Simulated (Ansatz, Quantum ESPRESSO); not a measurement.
# Band edges of Hf2CO2 MXene, 1 layer under strain, part 2 of 2

How do the band edges of Hf2CO2 MXene, 1 layer move against the vacuum when the sheet is stretched?

Quantum ESPRESSO 7.5; plane-wave DFT, PBE, GBRV ultrasoft pseudopotentials; geometry by Ansatz 0.2.0 with PAW datasets.

So far: The starting structure; Relaxation with Ansatz.

### 3. Running the series

Under ESM bc1 levels count from the vacuum, or from the mean of the two vacuum levels where the sheet has a dipole, so band edges at unlike strains can be compared.

Level of this step: plane-wave DFT, PBE, GBRV ultrasoft pseudopotentials (Quantum ESPRESSO 7.5).

run.py reads:

```python
import json
import numpy as np
from ase import Atoms
from ase.calculators.espresso import Espresso, EspressoProfile

profile = EspressoProfile(command='mpirun -n 2 pw.x -nk 2', pseudo_dir='../pseudo')
pseudopotentials = {'C': 'c_pbe_v1.2.uspp.F.UPF', 'Hf': 'hf_pbe_v1.uspp.F.UPF', 'O': 'o_pbe_v1.2.uspp.F.UPF'}
system = {'ecutwfc': 40, 'ecutrho': 200, 'occupations': 'smearing', 'smearing': 'fd', 'degauss': 0.002}


def calculator(name, kpts, **extra):
    data = dict(control=dict(tprnfor=True, verbosity='high', disk_io='none'),
                system=system | extra,
                electrons=dict(conv_thr=1e-09, mixing_beta=0.4, mixing_mode='plain',
                               electron_maxstep=100))
    return Espresso(profile=profile, directory=name, pseudopotentials=pseudopotentials, kpts=kpts, input_data=data)


def centre(atoms):
    z = atoms.positions[:, 2]
    atoms.positions[:, 2] -= (z.max() + z.min()) / 2  # ESM wants the slab about z = 0
    return atoms

sheet = Atoms(
    ['O', 'Hf', 'C', 'Hf', 'O'],
    scaled_positions=[
        [0.3333333333, 0.6666666667, 0.3840762968],
        [0.6666666667, 0.3333333333, 0.4308877382],
        [0.0000000000, 0.0000000000, 0.4999998795],
        [0.3333333333, 0.6666666667, 0.5691123863],
        [0.6666666667, 0.3333333333, 0.6159236993]],
    cell=[
        [3.274558490248, 0.000000000000, 0.000000000000],
        [-1.637279245124, 2.835850838733, 0.000000000000],
        [0.000000000000, 0.000000000000, 19.952946795600]],
    pbc=True)

rows = []
for strain in [-0.03, -0.015, 0.0, 0.015, 0.03]:
    atoms = sheet.copy()
    atoms.set_cell(sheet.cell.array * [[1 + strain], [1 + strain], [1]], scale_atoms=True)
    atoms = centre(atoms)
    atoms.calc = calculator(f's{strain:+.3f}', (12, 12, 1), assume_isolated='esm', esm_bc='bc1', nbnd=24)
    energy = atoms.get_potential_energy()
    levels = np.array([atoms.calc.get_eigenvalues(kpt=i) for i in range(len(atoms.calc.get_ibz_k_points()))])
    top, bottom = levels[:, 19].max(), levels[:, 20].min()
    direct = (levels[:, 20] - levels[:, 19]).min()
    rows.append([strain, energy, top, bottom, direct])
    print(f'strain {strain:+.3f}: E = {energy:.5f} eV, valence top {top:.3f}, conduction bottom {bottom:.3f}, '
          f'gap {bottom - top:.3f}, least direct gap {direct:.3f} eV')

x, energy, top, bottom, direct = np.array(rows).T
area = np.linalg.norm(np.cross(*sheet.cell[:2]))
stiffness = np.polyfit(x, energy, 2)[0] / area * 16.0218  # C11 + C12, heights clamped
print(f'valence and conduction edges move by {np.polyfit(x, top, 1)[0]:.2f} and {np.polyfit(x, bottom, 1)[0]:.2f} eV per unit biaxial strain')
print(f'C11 + C12 with clamped heights: {stiffness:.1f} N/m')
json.dump(dict(rows=rows, stiffness=stiffness), open('result.json', 'w'))
```

The run is started by

```
OMP_NUM_THREADS=1 python run.py
```

Log:

```text
strain -0.030: E = -5368.24526 eV, valence top -5.213, conduction bottom -4.335, gap 0.878, least direct gap 1.992 eV
strain -0.015: E = -5368.42274 eV, valence top -5.311, conduction bottom -4.349, gap 0.962, least direct gap 2.086 eV
strain +0.000: E = -5368.47245 eV, valence top -5.401, conduction bottom -4.367, gap 1.034, least direct gap 2.167 eV
strain +0.015: E = -5368.40869 eV, valence top -5.482, conduction bottom -4.388, gap 1.094, least direct gap 2.235 eV
strain +0.030: E = -5368.24525 eV, valence top -5.555, conduction bottom -4.412, gap 1.143, least direct gap 2.181 eV
valence and conduction edges move by -5.69 and -1.28 eV per unit biaxial strain
C11 + C12 with clamped heights: 435.6 N/m
```

The job ended after 6.4 min (2 MPI ranks of Arm Neoverse V2, shared host; peak memory 0.63 GiB).

The input that ASE wrote for the first run, and its log:

```
&CONTROL
   verbosity        = 'high'
   tprnfor          = .true.
   disk_io          = 'none'
   pseudo_dir       = '../pseudo'
/
&SYSTEM
   nbnd             = 24
   ecutwfc          = 40
   ecutrho          = 200
   occupations      = 'smearing'
   degauss          = 0.002
   smearing         = 'fd'
   assume_isolated  = 'esm'
   esm_bc           = 'bc1'
   ntyp             = 3
   nat              = 5
   ibrav            = 0
/
&ELECTRONS
   electron_maxstep = 100
   conv_thr         = 1e-09
   mixing_mode      = 'plain'
   mixing_beta      = 0.4
/
&IONS
/
&CELL
/
&FCP
/
&RISM
/
ATOMIC_SPECIES
O 15.999 o_pbe_v1.2.uspp.F.UPF
Hf 178.49 hf_pbe_v1.uspp.F.UPF
C 12.011 c_pbe_v1.2.uspp.F.UPF

K_POINTS automatic
12 12 1  0 0 0

CELL_PARAMETERS angstrom
3.17632173554056 0.00000000000000 0.00000000000000
-1.58816086777028 2.75077531357101 0.00000000000000
0.00000000000000 0.00000000000000 19.95294679560000

ATOMIC_POSITIONS angstrom
O -0.0000000002 1.8338502091 -2.3130194434  
Hf 1.5881608679 0.9169251044 -1.3789932437  
C 0.0000000000 0.0000000000 -0.0000023654  
Hf -0.0000000002 1.8338502091 1.3789958057  
O 1.5881608679 0.9169251044 2.3130194434
```

```text
Program PWSCF v.7.5 starts
[citation notice left out]

     Parallel version (MPI & OpenMP), running on       2 processor cores
     Number of MPI processes:                 2
     Threads/MPI process:                     1

     MPI processes distributed on     1 nodes
[... 1 line left out ...]

Warning: card &CELL ignored
Warning: card &FCP ignored
Warning: card &RISM ignored

     Current dimensions of program PWSCF are:
     Max number of different atomic species (ntypx) = 10
     Max number of k-points (npk) =  40000
     Max angular momentum in pseudopotentials (lmaxx) =  4
     Message from routine setup:
     using ibrav=0 with symmetry is DISCOURAGED, use correct ibrav instead

     K-points division:     npool     =       2
     Subspace diagonalization in iterative solution of the eigenvalue problem:
     a serial algorithm will be used

     G-vector sticks info
     --------------------
     sticks:   dense  smooth     PW     G-vecs:    dense   smooth      PW
     Sum         499     397    121                56371    40087    6925

     Using Slab Decomposition

     bravais-lattice index     =            0
     lattice parameter (alat)  =       6.0024  a.u.
     unit-cell volume          =    1176.4765 (a.u.)^3
     number of atoms/cell      =            5
     number of atomic types    =            3
     number of electrons       =        40.00
     number of Kohn-Sham states=           24
     kinetic-energy cutoff     =      40.0000  Ry
     charge density cutoff     =     200.0000  Ry
     scf convergence threshold =      1.0E-09
     mixing beta               =       0.4000
     number of iterations used =            8  plain     mixing
     Exchange-correlation= SLA  PW   PBE  PBE
                           (   1   4   3   4   0   0   0)

     Effective Screening Medium Method
     =================================
     Boundary Conditions: Vacuum-Slab-Vacuum
     total charge in unit cell        =   0.0000
     grid points for fit at edges     =        4

[... 10 lines left out ...]
     PseudoPot. # 1 for O  read from file:
     ../pseudo/o_pbe_v1.2.uspp.F.UPF
     Pseudo is Ultrasoft + core correction, Zval =  6.0
     Generated by new atomic code, or converted to UPF format
     Using radial grid of  737 points,  5 beta functions with:
                l(1) =   0
                l(2) =   0
                l(3) =   1
                l(4) =   1
                l(5) =   2
     Q(r) pseudized with  8 coefficients,  rinner =    0.900   0.900   0.900
                                                       0.900   0.900

     PseudoPot. # 2 for Hf read from file:
     ../pseudo/hf_pbe_v1.uspp.F.UPF
     Pseudo is Ultrasoft + core correction, Zval = 12.0
     Generated by new atomic code, or converted to UPF format
     Using radial grid of  921 points,  8 beta functions with:
                l(1) =   0
                l(2) =   0
                l(3) =   0
[... 840 lines left out ...]

     negative rho (up, down):  2.299E-01 0.000E+00

     Forces acting on atoms (cartesian axes, Ry/au):

     atom    1 type  1   force =     0.00000000    0.00000000   -0.02935703
     atom    2 type  2   force =     0.00000000    0.00000000    0.01427725
     atom    3 type  3   force =    -0.00000000   -0.00000000    0.00000000
     atom    4 type  2   force =     0.00000000    0.00000000   -0.01427725
     atom    5 type  1   force =     0.00000000    0.00000000    0.02935703
     The non-local contrib.  to forces
     atom    1 type  1   force =     0.00000000   -0.00000000    0.71127407
     atom    2 type  2   force =    -0.00000000   -0.00000000   -0.13157472
     atom    3 type  3   force =     0.00000000   -0.00000000    0.00000000
     atom    4 type  2   force =     0.00000000    0.00000000    0.13157472
     atom    5 type  1   force =     0.00000000    0.00000000   -0.71127407
     The ionic contribution  to forces
     atom    1 type  1   force =     0.00000000   -0.00000000  -74.54107134
     atom    2 type  2   force =    -0.00000000    0.00000000  -82.45102761
     atom    3 type  3   force =    -0.00000000   -0.00000000   -0.00003290
     atom    4 type  2   force =     0.00000000   -0.00000000   82.45109385
     atom    5 type  1   force =    -0.00000000    0.00000000   74.54103799
     The local contribution  to forces
     atom    1 type  1   force =     0.00000001   -0.00000000   73.80282332
     atom    2 type  2   force =    -0.00000001    0.00000001   82.61682553
     atom    3 type  3   force =    -0.00000000    0.00000000    0.00006426
     atom    4 type  2   force =     0.00000001   -0.00000000  -82.61713324
     atom    5 type  1   force =    -0.00000001    0.00000001  -73.80282391
     The core correction contribution to forces
     atom    1 type  1   force =     0.00000000   -0.00000000   -0.00243347
     atom    2 type  2   force =     0.00000000   -0.00000000   -0.02014001
     atom    3 type  3   force =     0.00000000    0.00000000   -0.00000010
     atom    4 type  2   force =    -0.00000000    0.00000000    0.02015763
     atom    5 type  1   force =    -0.00000000    0.00000000    0.00243347
     The Hubbard contrib.    to forces
     atom    1 type  1   force =     0.00000000    0.00000000    0.00000000
     atom    2 type  2   force =     0.00000000    0.00000000    0.00000000
     atom    3 type  3   force =     0.00000000    0.00000000    0.00000000
     atom    4 type  2   force =     0.00000000    0.00000000    0.00000000
     atom    5 type  1   force =     0.00000000    0.00000000    0.00000000
     The SCF correction term to forces
     atom    1 type  1   force =    -0.00000000   -0.00000000    0.00003342
     atom    2 type  2   force =    -0.00000000   -0.00000000    0.00008213
     atom    3 type  3   force =     0.00000000    0.00000000   -0.00000000
     atom    4 type  2   force =    -0.00000000   -0.00000000   -0.00008213
     atom    5 type  1   force =     0.00000000   -0.00000000   -0.00003342

     Total force =     0.046167     Total SCF correction =     0.000125
     Message from routine punch:
     Nothing written, as per user request (disk_io='none')

[... 1 line left out ...]

[... 1 line left out ...]

[... 1 line left out ...]

[... 3 lines left out ...]

[... 1 line left out ...]

[... 2 lines left out ...]

[... 1 line left out ...]

[... 1 line left out ...]

=------------------------------------------------------------------------------=
   JOB DONE.
=------------------------------------------------------------------------------=
```

Numbers from this step:

| Quantity | Value |
| --- | --- |
| biaxial stiffness | 435.6 N/m |

Band edge from the vacuum level against biaxial strain:

```csv
biaxial strain (%),valence top (eV),conduction bottom (eV)
-3.00,-5.21,-4.33
-1.50,-5.31,-4.35
0.00,-5.40,-4.37
1.50,-5.48,-4.39
3.00,-5.56,-4.41
```

The gap by biaxial strain:

```csv
biaxial strain (%),on the mesh (eV),least direct (eV)
-3.00,0.878,1.99
-1.50,0.962,2.09
0.00,1.03,2.17
1.50,1.09,2.23
3.00,1.14,2.18
```

Energy over the lowest against biaxial strain:

```csv
biaxial strain (%),energy over the lowest (meV)
-3.00,227
-1.50,49.7
0.00,0
1.50,63.8
3.00,227
```

### 4. The script: vdW-DF-cx, GBRV ultrasoft

Level of this step: plane-wave DFT, vdW-DF-cx, GBRV ultrasoft pseudopotentials made under PBE (Quantum ESPRESSO 7.5). input_dft overrides the functional of the files.

run.py, as its differences from the input of step 3:

```diff
@@ -7,3 +7,3 @@
 pseudopotentials = {'C': 'c_pbe_v1.2.uspp.F.UPF', 'Hf': 'hf_pbe_v1.uspp.F.UPF', 'O': 'o_pbe_v1.2.uspp.F.UPF'}
-system = {'ecutwfc': 40, 'ecutrho': 200, 'occupations': 'smearing', 'smearing': 'fd', 'degauss': 0.002}
+system = {'ecutwfc': 40, 'ecutrho': 200, 'input_dft': 'vdw-df-cx', 'occupations': 'smearing', 'smearing': 'fd', 'degauss': 0.002}
```

The run is started by

```
OMP_NUM_THREADS=1 python run.py
```

Log:

```text
strain -0.030: E = -5338.12948 eV, valence top -5.367, conduction bottom -4.532, gap 0.835, least direct gap 1.957 eV
strain -0.015: E = -5338.22893 eV, valence top -5.465, conduction bottom -4.545, gap 0.919, least direct gap 2.051 eV
strain +0.000: E = -5338.20470 eV, valence top -5.553, conduction bottom -4.561, gap 0.992, least direct gap 2.132 eV
strain +0.015: E = -5338.06455 eV, valence top -5.633, conduction bottom -4.580, gap 1.053, least direct gap 2.163 eV
strain +0.030: E = -5337.83256 eV, valence top -5.705, conduction bottom -4.603, gap 1.103, least direct gap 2.103 eV
valence and conduction edges move by -5.63 and -1.18 eV per unit biaxial strain
C11 + C12 with clamped heights: 426.6 N/m
```

Elapsed: 10 min, on 2 MPI ranks; peak memory 0.65 GiB; 20 min of CPU time.

This step gave:

* biaxial stiffness: 426.6 N/m

The band edge from the vacuum level by biaxial strain:

```csv
biaxial strain (%),valence top (eV),conduction bottom (eV)
-3.00,-5.37,-4.53
-1.50,-5.46,-4.55
0.00,-5.55,-4.56
1.50,-5.63,-4.58
3.00,-5.71,-4.60
```

Table of gap by biaxial strain:

```csv
biaxial strain (%),on the mesh (eV),least direct (eV)
-3.00,0.836,1.96
-1.50,0.919,2.05
0.00,0.992,2.13
1.50,1.05,2.16
3.00,1.10,2.10
```

Table of energy over the lowest by biaxial strain:

```csv
biaxial strain (%),energy over the lowest (meV)
-3.00,99.4
-1.50,0
0.00,24.2
1.50,164
3.00,396
```

### 5. A check by hand

Under equal strain ε in the plane, E = A (C11 + C12) ε². From the points at ±1.5 %: d²E/dε² = (49.71 + 63.76 − 2 × 0.00) meV / 0.015² = 504 eV, and 504/(2 × 9.286 Å²) × 16.02 = 435 N/m.

### 6. Summary of results

```
C11 + C12, heights clamped, PBE, GBRV ultrasoft                                                    : 436 N/m
gap on the mesh at zero strain, PBE, GBRV ultrasoft                                                : 1.03 eV
valence top below the vacuum at zero strain, PBE, GBRV ultrasoft                                   : 5.40 eV
shift of the valence top per unit biaxial strain, PBE, GBRV ultrasoft                              : -5.7 eV
shift of the conduction bottom per unit biaxial strain, PBE, GBRV ultrasoft                        : -1.3 eV
C11 + C12, heights clamped, vdW-DF-cx, GBRV ultrasoft (made under PBE)                             : 427 N/m
gap on the mesh at zero strain, vdW-DF-cx, GBRV ultrasoft (made under PBE)                         : 0.99 eV
valence top below the vacuum at zero strain, vdW-DF-cx, GBRV ultrasoft (made under PBE)            : 5.55 eV
shift of the valence top per unit biaxial strain, vdW-DF-cx, GBRV ultrasoft (made under PBE)       : -5.6 eV
shift of the conduction bottom per unit biaxial strain, vdW-DF-cx, GBRV ultrasoft (made under PBE) : -1.2 eV
```

**Reading.** The sheet's biaxial stiffness comes to 436 N/m and its gap at zero strain to 1.03 eV (PBE, GBRV ultrasoft). From −3 % to +3 % the gap on the mesh goes from 0.88 to 1.14 eV; it is indirect at every strain. Heights are clamped under strain, which makes a sheet with several atomic planes too stiff. Zero strain is the PBE cell; under vdW-DF-cx the energy is lowest near -1.0 %, so its stiffness is taken away from its own minimum. Semilocal gaps are too small. Spin-orbit coupling is left out; depending on the atoms that carry the levels of interest, it can split and shift them by tenths of an eV to an eV or more.

[Logs are printed without paths, hosts, clocks, repeated set-up lines and the standing remarks that a program may print on its own settings, such as how far it seeks lower states.]

[Hosts, paths, dates, database ids (printed as entryN), source tags and the programs' standing remarks are cut or masked in the printed files.]

[Maps of the electrostatic potential energy from Ansatz leave out the sawtooth potential of an applied field or a dipole correction, so their vacuum need not be flat; planar profiles and work functions include it.]
